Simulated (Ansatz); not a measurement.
# Structural relaxation of graphene zigzag nanoribbon, H-capped, B on C sites (70 atoms), part 2 of 2

How does graphene zigzag nanoribbon, H-capped, B on C sites (70 atoms) relax, and what do bonds, charges and levels look like afterwards?

Ansatz 0.2.0; Kohn-Sham DFT, RPBE+D3(BJ), PAW (set soft_2), plane waves.

The cell: 53 C, 7 B and 10 H. The main run has no spin polarisation. The Brillouin zone is sampled at Γ only, in a cell whose periodic width is 12 Å.

So far. Step 3 (Relaxation): The relaxation changed the energy by -118 meV/atom, and atoms moved by 0.31 Å r.m.s., 1.3 Å at most.

## (4) Local order after relaxation

Bonds before and after, by the cutoffs listed below:

| pair | bonds before | bonds after | mean before (Å) | mean after (Å) | spread before (Å) | spread after (Å) |
| --- | --- | --- | --- | --- | --- | --- |
| C-C | 67 | 67 | 1.423 | 1.422 | 0.029 | 0.020 |
| C-H | 8 | 8 | 1.091 | 1.092 | 0.030 | 0.001 |
| C-B | 17 | 17 | 1.414 | 1.511 | 0.034 | 0.022 |
| H-B | 2 | 2 | 1.057 | 1.203 | 0.020 | 0.002 |
| B-B | 1 | 1 | 1.402 | 1.683 | 0.000 | 0.000 |

Normalised to the volume that the atoms fill. Pair distribution functions g(r), in bins of 0.2 Å:

| r (Å) | total | C-C | C-H | C-B | H-H | H-B | B-B |
| --- | --- | --- | --- | --- | --- | --- | --- |
| 1.00 | 0.96 | 0.00 | 4.46 | 0.00 | 0.00 | 0.00 | 0.00 |
| 1.20 | 0.19 | 0.00 | 0.00 | 0.00 | 0.00 | 6.50 | 0.00 |
| 1.40 | 5.05 | 8.05 | 0.00 | 2.96 | 0.00 | 0.00 | 0.00 |
| 1.60 | 0.64 | 0.00 | 0.00 | 3.94 | 0.00 | 0.00 | 4.97 |
| 1.80 | 0.00 | 0.00 | 0.00 | 0.00 | 0.00 | 0.00 | 0.00 |
| 2.00 | 0.00 | 0.00 | 0.00 | 0.00 | 0.00 | 0.00 | 0.00 |
| 2.20 | 0.39 | 0.00 | 1.80 | 0.00 | 0.00 | 0.00 | 0.00 |
| 2.40 | 2.83 | 4.07 | 0.33 | 1.21 | 7.03 | 2.71 | 2.48 |
| 2.60 | 1.30 | 0.95 | 0.83 | 3.13 | 2.02 | 2.08 | 0.00 |
| 2.80 | 1.00 | 1.23 | 0.25 | 1.37 | 0.82 | 0.66 | 0.00 |
| 3.00 | 0.42 | 0.51 | 0.22 | 0.52 | 0.00 | 0.00 | 0.00 |
| 3.20 | 0.04 | 0.02 | 0.06 | 0.00 | 0.00 | 0.50 | 0.00 |
| 3.40 | 0.17 | 0.00 | 0.71 | 0.00 | 0.62 | 0.00 | 0.00 |
| 3.60 | 0.11 | 0.09 | 0.29 | 0.00 | 0.00 | 0.00 | 0.00 |
| 3.80 | 1.25 | 1.75 | 0.04 | 1.51 | 0.00 | 0.00 | 0.95 |
| 4.00 | 0.28 | 0.17 | 0.48 | 0.24 | 0.00 | 0.62 | 1.79 |
| 4.20 | 0.57 | 0.69 | 0.29 | 0.56 | 0.00 | 0.83 | 0.77 |
| 4.40 | 0.59 | 0.80 | 0.14 | 0.58 | 0.00 | 0.26 | 0.71 |
| 4.60 | 0.10 | 0.01 | 0.33 | 0.04 | 0.00 | 0.45 | 0.00 |
| 4.80 | 0.20 | 0.17 | 0.30 | 0.04 | 1.17 | 0.00 | 0.00 |
| 5.00 | 0.84 | 0.97 | 0.44 | 1.00 | 0.80 | 0.98 | 0.00 |
| 5.20 | 0.70 | 0.87 | 0.31 | 0.69 | 0.75 | 0.18 | 0.52 |
| 5.40 | 0.08 | 0.03 | 0.15 | 0.13 | 0.00 | 0.00 | 0.49 |
| 5.60 | 0.09 | 0.12 | 0.04 | 0.09 | 0.00 | 0.00 | 0.00 |
| 5.80 | 0.20 | 0.26 | 0.06 | 0.27 | 0.00 | 0.00 | 0.41 |
| 6.00 | 0.06 | 0.02 | 0.24 | 0.00 | 0.00 | 0.00 | 0.00 |
| 6.20 | 0.42 | 0.46 | 0.40 | 0.38 | 0.00 | 0.38 | 0.00 |
| 6.40 | 0.30 | 0.29 | 0.27 | 0.32 | 0.00 | 0.83 | 0.34 |

Bonds by pair of elements; cutoffs follow the first minimum of g(r), held within bounds set by covalent radii, and pairs that aren't listed don't count as bonded:

| pair A-B | cutoff (Å) | bonds | mean length (Å) | spread (Å) | shortest (Å) | B about A | A about B |
| --- | --- | --- | --- | --- | --- | --- | --- |
| C-C | 1.88 | 67 | 1.42 | 0.02 | 1.38 | 2.53 | 2.53 |
| C-H | 1.39 | 8 | 1.09 | 0.001 | 1.09 | 0.151 | 0.8 |
| C-B | 1.93 | 17 | 1.51 | 0.022 | 1.48 | 0.321 | 2.43 |
| H-B | 1.49 | 2 | 1.20 | 0.002 | 1.2 | 0.2 | 0.286 |
| B-B | 2.08 | 1 | 1.68 | 0 | 1.68 | 0.286 | 0.286 |

How many atoms have how many bonded neighbours:

| element | mean | 1 | 3 |
| --- | --- | --- | --- |
| B | 3 | 0 | 7 |
| C | 3 | 0 | 53 |
| H | 1 | 10 | 0 |

Bond angles (no mean is given where the spread exceeds 20°):

| angle | count | mean (°) | spread (°) |
| --- | --- | --- | --- |
| C-C-C | 113 | 120 | 1.5 |
| B-C-C | 29 | 119 | 1.7 |
| C-B-C | 14 | 120 | 2.5 |
| C-C-H | 13 | 119 | 1.3 |
| B-C-H | 3 | 125 | 2.6 |

By these cutoffs all B atoms have 3, all C atoms have 3 and all H atoms have 1 bonded neighbour. The C-C-C angle averages 120° with a spread of 1.5°.

## (5) Single point at the relaxed geometry

One more single point at the end of the walk gives the fuller output and checks the residual forces.

File input.yaml:

```yaml
crystal:
  lattice:
    - [12.3, 0.0, 0.0]
    - [0.0, 23.54225, 0.0]
    - [0.0, 0.0, 10.0]
  atoms:
    - { symbol: C, position: [0.99898, 0.28407, 0.50995] }
    - { symbol: C, position: [0.09371, 0.25238, 0.53378] }
    - { symbol: C, position: [0.10206, 0.37645, 0.51317] }
    - { symbol: C, position: [0.00172, 0.34586, 0.50554] }
    [... 60 atom lines left out ...]
    - { symbol: H, position: [0.49651, 0.19988, 0.39865] }
    - { symbol: H, position: [0.49636, 0.79126, 0.50301] }
    - { symbol: H, position: [0.70111, 0.20991, 0.44519] }
    - { symbol: H, position: [0.69506, 0.79192, 0.50463] }
    - { symbol: H, position: [0.89981, 0.2087, 0.49097] }
    - { symbol: H, position: [0.90723, 0.80319, 0.49802] }
kpoints:
  mp_grid: { grid: [1, 1, 1] }
hamiltonian:
  xc: rpbe
  dispersion: d3bj
scf:
  occupations: { method: gaussian, width: 0.05 }
output:
  forces: true
  populations: true
  dos:
    method: { smearing: { sigma: 0.08 } }
    de: 0.1
    projected:
      site_lists:
        B: [B]
        C: [C]
        H: [H]
        sheet: [0, 1, 2, 3, 4, 5, 6, 7, 8, 9, 10, 11, 12, 13, 14, 15, 16, 17, 18, 19, 20, 21, 22, 23, 24, 25, 26, 27, 28, 29, 30, 31, 32, 33, 34, 35, 36, 37, 38, 39, 40, 41, 42, 43, 44, 45, 46, 47, 48, 49, 50, 51, 52, 53, 54, 55, 56, 57, 58, 59]
        hydrogen: [60, 61, 62, 63, 64, 65, 66, 67, 68, 69]
  eigenvalues: true
  write_density: true
  write_potential: true
  volumetric_format: npy
```

Run with:

```sh
> ansatz run input.yaml --threads 4 --pin off --max-ram 8192MiB --backend cpu --events-out ev --progress --plain --runs-dir out
```

Numbers of over 12 decimals in the logs are rounded to 6 here.

Output:

```text
[...]
Crystal: 70 atoms, lattice volume = 2895.697 Å³
Basis set: ecut = 420 eV, 56651 PW (Γ), exchange–correlation on 180×320×144 points (8 copies of the dense FFT grid, shifted against one another)
Bands: 192, of which v1, the nominal top of the filled ones, is band 122 counted from 1 (121 counted from 0)
Symmetry: 1 space group operations
[...]
k-points: 1
[...]
SCF iter   1: F=—  HF=-14642.662506 eV  |F-HF|=—  |Δ(HF+E_count)|=         —  Δρ=5.80e-3  dr2=2.45e0  ethr=1.77e-3  ⟨swp⟩=7.0  Hψ=976  notcnv=0  defer=57
[...]
SCF iter  26: F=-14642.246382 eV  HF=-14642.246381 eV  |F-HF|=9.82e-8  |Δ(HF+E_count)|=   8.91e-8  Δρ=1.26e-6  dr2=8.49e-8  ethr=4.12e-11  ⟨swp⟩=31.0  Hψ=2394  notcnv=0
SCF 1 converged in 26 iterations: F = -14642.246382 eV  dr2 = 8.49e-8
[...]
WARN: The output density's exchange-correlation potential varies sharply where the density is thin. Do not read a vacuum level from v_tot or v_xc, or from such a field of the output density. On a cell that repeats whose density bears no net charge and no dipole along the vacuum's axis use v_es (v_loc + v_h of the components); [...]
SCF converged after 26 iterations
Free energy (F): -14642.246382 eV
[...]
Internal energy: -14642.218172 eV  (E = F + TS)
E sigma→0 (E₀):  -14642.232277 eV
Entropy (-TS):   -0.028209 eV (-0.403 meV/atom)
Fermi energy:    -2.556184 eV
[...]
--- Forces (eV/Å), atoms counted from 1 ---
  atom   1  C      0.00262392     0.00408102    -0.00217143
  atom   2  C      0.00898204    -0.01092912     0.01023875
  atom   3  C      0.00292610    -0.00067426    -0.00176634
  atom   4  C      0.00089035     0.00434705     0.00463531
  atom   5  C      0.00860897     0.00078925     0.00039196
  atom   6  C     -0.00817123     0.00342389     0.00030591
  atom   7  C     -0.00226524     0.00157229     0.00055374
  atom   8  B      0.00095523    -0.00189996    -0.00078334
  atom   9  C      0.00171557     0.00040752    -0.00012289
  atom  10  C     -0.00077483     0.00219662    -0.00273707
  atom  11  C     -0.00266478    -0.00106190    -0.00048960
  atom  12  C      0.00431181     0.00025165     0.01413350
  atom  13  B     -0.00115489    -0.00339937    -0.00123135
  atom  14  C      0.02726264    -0.02481639    -0.01241429
[...]
atom  69  H     -0.00066184    -0.00008072     0.00251179
  atom  70  H     -0.00082719    -0.00081704     0.00625399
  max |Σ_I F_I| component: 4.19e-5 eV/Å
--- Band table (eV) ---
[...]
--- Löwdin populations: 70 sites ---
  site symbol       q [e]
     0      C      3.9366
     1      C      4.1510
     2      C      3.9530
[...]
69      H      0.9733
  spilling = 0.011575 (of n_electrons = 243.000000)
```

Run time: 45 s. Hardware: 4 threads of Arm Neoverse V2, shared host; peak memory 2.3 GiB; 2.6 min of CPU time.

The program notes that the exchange-correlation potential is rough where the density is thin.

Numbers from this run:

```yaml
free_energy: -14642.2464 eV
free_energy_per_atom: -209.1749 eV/atom
scf_cycles: 26
r_m_s_force_component: 0.00575 eV/Å
longest_force: 0.0389 eV/Å
fermi_energy: -2.556 eV
levels_partly_filled_by_over_2_per_cent: 1
spilling_of_the_projection: 0.01158
```

Löwdin charges by element (they lack the spilled electrons, 0.040 e an atom on average):

| element | coordination | atoms | mean charge (e) | spread | least | most |
| --- | --- | --- | --- | --- | --- | --- |
| B | all | 7 | 0.1 | 0.0172 | 0.0714 | 0.13 |
| C | all | 53 | 0.0083 | 0.0705 | -0.259 | 0.103 |
| H | all | 10 | 0.167 | 0.0645 | 0.0267 | 0.208 |

By region:

| region | atoms | mean length of the force (eV/Å) |
| --- | --- | --- |
| sheet | 60 | 0.008 |
| hydrogen | 10 | 0.005 |

Density of states as counts of states in windows of 1 eV (from the Fermi level), total and the larger projections:

| from (eV) | to (eV) | total | sheet | C p | B p | C s |
| --- | --- | --- | --- | --- | --- | --- |
| -18 | -17 | 7.7 | 7.5 | 1.6 | 0.2 | 5.7 |
| -17 | -16 | 6.6 | 6.4 | 1.6 | 0.2 | 4.5 |
| -16 | -15 | 11.7 | 11.3 | 3.9 | 0.3 | 7.0 |
| -15 | -14 | 9.7 | 9.4 | 3.5 | 0.2 | 5.5 |
| -14 | -13 | 7.1 | 6.9 | 2.9 | 0.2 | 3.7 |
| -13 | -12 | 9.2 | 8.8 | 3.9 | 0.3 | 4.1 |
| -12 | -11 | 12.0 | 11.5 | 6.5 | 0.5 | 4.3 |
| -11 | -10 | 8.2 | 7.9 | 5.0 | 0.3 | 2.3 |
| -10 | -9 | 10.0 | 9.5 | 6.4 | 0.4 | 2.3 |
| -9 | -8 | 10.4 | 9.9 | 7.4 | 0.3 | 1.8 |
| -8 | -7 | 14.8 | 13.8 | 11.0 | 0.4 | 1.7 |
| -7 | -6 | 20.6 | 19.2 | 16.6 | 0.6 | 1.3 |
| -6 | -5 | 25.8 | 24.2 | 21.8 | 0.9 | 0.8 |
| -5 | -4 | 22.8 | 21.2 | 18.7 | 1.6 | 0.6 |
| -4 | -3 | 19.9 | 19.0 | 16.1 | 2.3 | 0.4 |
| -3 | -2 | 22.1 | 21.5 | 17.9 | 3.2 | 0.3 |
| -2 | -1 | 13.3 | 13.1 | 11.0 | 2.0 | 0.1 |
| -1 | 0 | 6.7 | 6.7 | 5.4 | 1.2 | 0.0 |
| 0 | 1 | 7.6 | 7.5 | 6.5 | 0.9 | 0.0 |
| 1 | 2 | 4.0 | 3.9 | 2.8 | 1.1 | 0.0 |
| 2 | 3 | 7.9 | 7.6 | 7.2 | 0.5 | 0.0 |
| 3 | 4 | 12.7 | 7.7 | 6.5 | 1.0 | 0.1 |
| 4 | 5 | 26.7 | 10.7 | 8.1 | 2.2 | 0.4 |

The curve was stored every 0.100 eV, coarse against its broadening of 0.08 eV, so these counts are rough.

Between -19 and -18 eV lie 4 more states.

The levels nearest the highest filled one (over half full), pooled over k-points and spins:

| level less the highest filled one (eV) | occupation |
| --- | --- |
| -0.933 | 2 |
| -0.858 | 2 |
| -0.602 | 2 |
| -0.44 | 2 |
| -0.270 | 2 |
| 0 | 2 |
| 0.496 | 1 |
| 0.912 | 0 |
| 1.07 | 0 |
| 1.25 | 0 |
| 1.85 | 0 |
| 1.96 | 0 |

Electrostatic potential energy in the ab plane at fractional z = 0.494, with atoms of C and B and H within 0.2 Å of it. With pseudopotentials it is smooth inside the atoms' cores, unlike the true potential.

Ten even steps from '0' (-62 eV) to '9' (2 eV), each cell a mean:
```
99999999999999999999999999999999999
99999999999999999999999999999999999
99999999999999999999999999999999999
99999999999999999999999999999999999
99977999986799998679999868999996699
99633799862379986247998524899862369
03533521353352145345214534510475663
25899842589974368997436899843589985
14533521353352145235225534642452353
98633789863378986347998644899863479
56500555640156564015656301655630266
25898731488873148886215888732489973
04777610477761037776104777610377762
67401677740167774016777401677740157
88523788852378884137898534788852268
03656631576661046455115766720364562
36899977899985579998547999843589974
35646876899974467677546634643541254
99767999999999998678999877999973489
99999999999999999999999999999998899
99999999999999999999999999999999999
99999999999999999999999999999999999
99999999999999999999999999999999999
99999999999999999999999999999999999
```
Columns run along a (12.3 Å; values clipped at the 3rd and 97th percentile), rows up along b (23.5 Å). Atoms in or near the plane, at fractional coordinates: C at (0.00, 0.28), C at (0.10, 0.38), C at (0.00, 0.35), C at (0.00, 0.47), C at (0.10, 0.44), C at (0.10, 0.56), B at (0.00, 0.53), C at (0.00, 0.65), C at (0.10, 0.62), C at (0.10, 0.74), C at (0.01, 0.72), C at (0.20, 0.47), C at (0.30, 0.44), C at (0.30, 0.56) and more.

Valence density in the ab plane at fractional z = 0.494, with atoms of C and B and H within 0.2 Å of it. It is the smooth field of the valence electrons, not physical close to the nuclei.

Values in e/Å³, 13 rows by 16 columns, each cell a mean:
```
0.0 0.0 0.0 0.0 0.0 0.0 0.0 0.0 0.0 0.0 0.0 0.0 0.0 0.0 0.0 0.0
0.0 0.0 0.0 0.0 0.0 0.0 0.0 0.0 0.0 0.0 0.0 0.0 0.0 0.0 0.0 0.0
0.1 0.6 0.4 0.1 0.5 0.5 0.1 0.4 0.6 0.1 0.3 0.7 0.1 0.2 0.8 0.3
1.4 1.3 1.3 1.4 1.3 1.3 1.4 1.3 1.3 1.4 1.3 1.2 1.4 1.2 0.6 1.2
1.5 1.1 1.3 1.5 1.2 1.2 1.5 1.2 1.2 1.5 1.1 0.6 1.3 1.4 1.1 1.3
0.6 1.6 1.3 0.8 1.5 1.4 0.8 1.4 1.5 0.8 1.1 1.6 0.9 1.1 1.7 0.9
1.2 0.6 1.0 1.7 0.7 0.8 1.7 0.9 0.7 1.7 1.2 0.7 1.5 1.4 0.5 1.1
0.8 1.6 1.1 0.6 1.5 1.3 0.6 1.3 1.5 0.6 1.0 1.4 0.7 0.9 1.7 1.0
1.5 0.9 1.0 1.2 0.9 1.0 1.4 1.1 1.0 1.5 1.0 0.5 1.3 1.4 1.0 1.4
1.2 1.0 0.6 0.4 0.3 0.4 0.6 0.6 0.5 0.9 1.0 1.0 1.0 1.3 1.4 1.2
0.1 0.3 0.1 0.0 0.0 0.0 0.0 0.1 0.1 0.0 0.1 0.2 0.1 0.1 0.6 0.1
0.0 0.0 0.0 0.0 0.0 0.0 0.0 0.0 0.0 0.0 0.0 0.0 0.0 0.0 0.0 0.0
0.0 0.0 0.0 0.0 0.0 0.0 0.0 0.0 0.0 0.0 0.0 0.0 0.0 0.0 0.0 0.0
```
Columns run along a (12.3 Å), rows up along b (23.5 Å). Atoms in or near the plane, at fractional coordinates: C at (0.00, 0.28), C at (0.10, 0.38), C at (0.00, 0.35), C at (0.00, 0.47), C at (0.10, 0.44), C at (0.10, 0.56), B at (0.00, 0.53), C at (0.00, 0.65), C at (0.10, 0.62), C at (0.10, 0.74), C at (0.01, 0.72), C at (0.20, 0.47), C at (0.30, 0.44), C at (0.30, 0.56) and more.

Mean Löwdin charges: B +0.10, C +0.01, H +0.17 e (they miss 1.2 % of the electrons, so they add up to more than the cell's charge). Charges this small depend on the projection, at times even in sign. Within 0.4 eV of the Fermi level the largest share is C p (74 % of the projected weight).

A closer look about B59, one of the 7 B atoms: 10 atoms, nearest first, numbered in the order of the input, with positions taken from that point.

| atom | x | y | z | distance (Å) | bonds | Löwdin charge (e) |
| --- | --- | --- | --- | --- | --- | --- |
| B59 | 0.00 | 0.00 | 0.00 | 0.00 | 3 | 0.09 |
| H70 | 0.06 | 1.20 | -0.01 | 1.20 | 1 | 0.03 |
| C60 | -1.29 | -0.79 | 0.03 | 1.51 | 3 | -0.08 |
| C12 | 1.27 | -0.85 | -0.02 | 1.53 | 3 | -0.08 |
| C11 | 2.48 | -0.19 | -0.03 | 2.49 | 3 | -0.06 |
| C47 | -2.52 | -0.15 | 0.05 | 2.53 | 3 | -0.06 |
| C57 | -1.23 | -2.23 | 0.02 | 2.54 | 3 | -0.01 |
| C9 | 1.24 | -2.29 | -0.01 | 2.61 | 3 | 0.10 |
| H62 | 2.50 | 0.90 | -0.04 | 2.66 | 1 | 0.20 |
| H68 | -2.55 | 0.94 | 0.06 | 2.72 | 1 | 0.19 |

The column of bonds counts only the pairs C-C within 1.88 Å, C-H within 1.39 Å, C-B within 1.93 Å, H-B within 1.49 Å, B-B within 2.08 Å; other neighbours, such as metal atoms beside each other in a compound, aren't counted, and periodic images can show an atom twice.

## (6) Another try, on a changed input

A doubtful change is made on purpose, to see how the program answers.

File input.yaml:

```yaml
crystal:
  lattice:
    - [12.3, 0.0, 0.0]
    - [0.0, 23.54225, 0.0]
    - [0.0, 0.0, 10.0]
  atoms:
    [... the 70 atom lines of step 2 ...]
kpoints:
  mp_grid: { grid: [1, 1, 1], kspacing: 0.3 }
hamiltonian:
  xc: rpbe
  dispersion: d3bj
scf:
  occupations: { method: gaussian, width: 0.05 }
  max_iter: 80
output:
  forces: true
```

Output:

```text
Error: invalid value for `kpoints.mp_grid.kspacing`: mutually exclusive with `grid` — set one or the other
```

It took 0.05 s on 4 threads; peak memory 0.18 GiB.

The program refused the input before any cycle.

The program's message: “Error: invalid value for `kpoints.mp_grid.kspacing`: mutually exclusive with `grid` — set one or the other”

The fault in the input: both a k-mesh and a spacing (kpoints.mp_grid.kspacing = 0.3). The fix is to take out kpoints.mp_grid.kspacing.

## (7) Other settings

Changed here: scf.eigensolver.kind = "davidson" and scf.mixing.preconditioner = "resta".

input.yaml, the sections that differ from step 6:

```yaml
kpoints:
  mp_grid: { grid: [1, 1, 1] }
scf:
  occupations: { method: gaussian, width: 0.05 }
  eigensolver: { kind: davidson }
  mixing: { preconditioner: resta }
output:
  forces: true
  populations: true
  dos:
    method: { smearing: { sigma: 0.08 } }
    de: 0.1
    projected:
      site_lists:
        B: [B]
        C: [C]
        H: [H]
        sheet: [0, 1, 2, 3, 4, 5, 6, 7, 8, 9, 10, 11, 12, 13, 14, 15, 16, 17, 18, 19, 20, 21, 22, 23, 24, 25, 26, 27, 28, 29, 30, 31, 32, 33, 34, 35, 36, 37, 38, 39, 40, 41, 42, 43, 44, 45, 46, 47, 48, 49, 50, 51, 52, 53, 54, 55, 56, 57, 58, 59]
        hydrogen: [60, 61, 62, 63, 64, 65, 66, 67, 68, 69]
  eigenvalues: true
# crystal, hamiltonian: as in step 6
```

Output:

```text
[...]
Crystal: 70 atoms, lattice volume = 2895.697 Å³
Basis set: ecut = 420 eV, 56651 PW (Γ), exchange–correlation on 180×320×144 points (8 copies of the dense FFT grid, shifted against one another)
Bands: 192, of which v1, the nominal top of the filled ones, is band 122 counted from 1 (121 counted from 0)
Symmetry: 1 space group operations
[...]
k-points: 1
[...]
SCF iter   1: F=—  HF=-14634.546700 eV  |F-HF|=—  |Δ(HF+E_count)|=         —  Δρ=6.73e-3  dr2=3.58e0  ethr=1.77e-3  ⟨swp⟩=13.0  Hψ=1406  notcnv=0  reapply=1
[...]
SCF iter  15: F=—  HF=-14633.992550 eV  |F-HF|=—  |Δ(HF+E_count)|=   3.76e-7  Δρ=2.12e-6  dr2=1.36e-7  ethr=2.08e-10  ⟨swp⟩=3.0  Hψ=318  notcnv=0
SCF iter  16: F=-14633.992550 eV  HF=-14633.992550 eV  |F-HF|=2.47e-8  |Δ(HF+E_count)|=   1.10e-7  Δρ=8.75e-7  dr2=1.85e-8  ethr=5.58e-11  ⟨swp⟩=3.0  Hψ=319  notcnv=0
the search or the solves at the SCF's close may have found levels that the self-consistency loop had missed (the run counts none). By its estimate they hold under 1e-12 electrons; where the run keeps them, the occupations were computed again with them
SCF 1 converged in 16 iterations: F = -14633.992550 eV  dr2 = 1.85e-8
  Residual-converged pass: ⟨swp⟩=3.0  Hψ=386  notcnv=0  max |occ|·‖R‖ = 4.6e-6 eV (tolerance 6.7e-6 eV)  dr2=2.15e-8  dr2_onsite=2.73e-10  max |Δocc| = 4.0e-12
[...]
SCF converged after 16 iterations
Free energy (F): -14633.992550 eV
[...]
Internal energy: -14633.949532 eV  (E = F + TS)
E sigma→0 (E₀):  -14633.971041 eV
Entropy (-TS):   -0.043018 eV (-0.615 meV/atom)
Fermi energy:    -3.088548 eV
[...]
Σ components = -14633.992550   (vs F -14633.992550, Δ=0.00e0)
--- Forces (eV/Å), atoms counted from 1 ---
  atom   1  C      0.75064908    -1.66532922    -0.07702921
  atom   2  C     -3.55728287    -2.49919129     0.30199523
  atom   3  C     -0.45659607     2.48367529     0.74267416
  atom   4  C      1.18917107     0.95356269    -0.42128046
[...]
atom  70  H      0.01603791     5.77258464     0.14664218
  max |Σ_I F_I| component: 4.11e-5 eV/Å
--- Band table (eV) ---
[...]
--- Löwdin populations: 70 sites ---
  site symbol       q [e]
     0      C      3.9323
     1      C      4.1517
     2      C      3.9392
[...]
69      H      0.9384
  spilling = 0.011896 (of n_electrons = 243.000000)
```

Wall time 46 s (4 threads); peak memory 2.3 GiB.

Geometry and reference: those of the single point at the start.

Forces differ from those of the single point at the start by 0.049 meV/Å r.m.s., 0.0024 % of their size. It took 0.99 times the reference's time (shared host, so rough).

## (8) Summary of results

```
energy change in the relaxation : -117.9 meV/atom
r.m.s. displacement             : 0.306 Å
largest displacement            : 1.294 Å
free energy per atom            : -209.1749 eV/atom
r.m.s. force component          : 0.00575 eV/Å
wall time of the 4 DFT runs     : 7.4 min
```

**Reading.** Relaxation lowers the energy by 118 meV/atom and moves atoms by 0.31 Å r.m.s.; the r.m.s. force component goes from 2.0 to 0.0057 eV/Å. By the final cutoffs no bond was broken or made. First to last step the energy falls by 8.254 eV; the largest move, 1.29 Å, is that of H63. The C-B bonds go from 1.414 Å (spread 0.034) to 1.511 Å (spread 0.022). With the cutoffs above, all B atoms have 3, all C atoms have 3 and all H atoms have 1 bonded neighbour. No gap is quoted: the electron count is odd and spin is off, so a level is left part filled.

[Logs are printed without paths, hosts, clocks, repeated set-up lines and the standing remarks that a program may print on its own settings, such as how far it seeks lower states.]

[Hosts, paths, dates, database ids (printed as entryN), source tags and the programs' standing remarks are cut or masked in the printed files.]
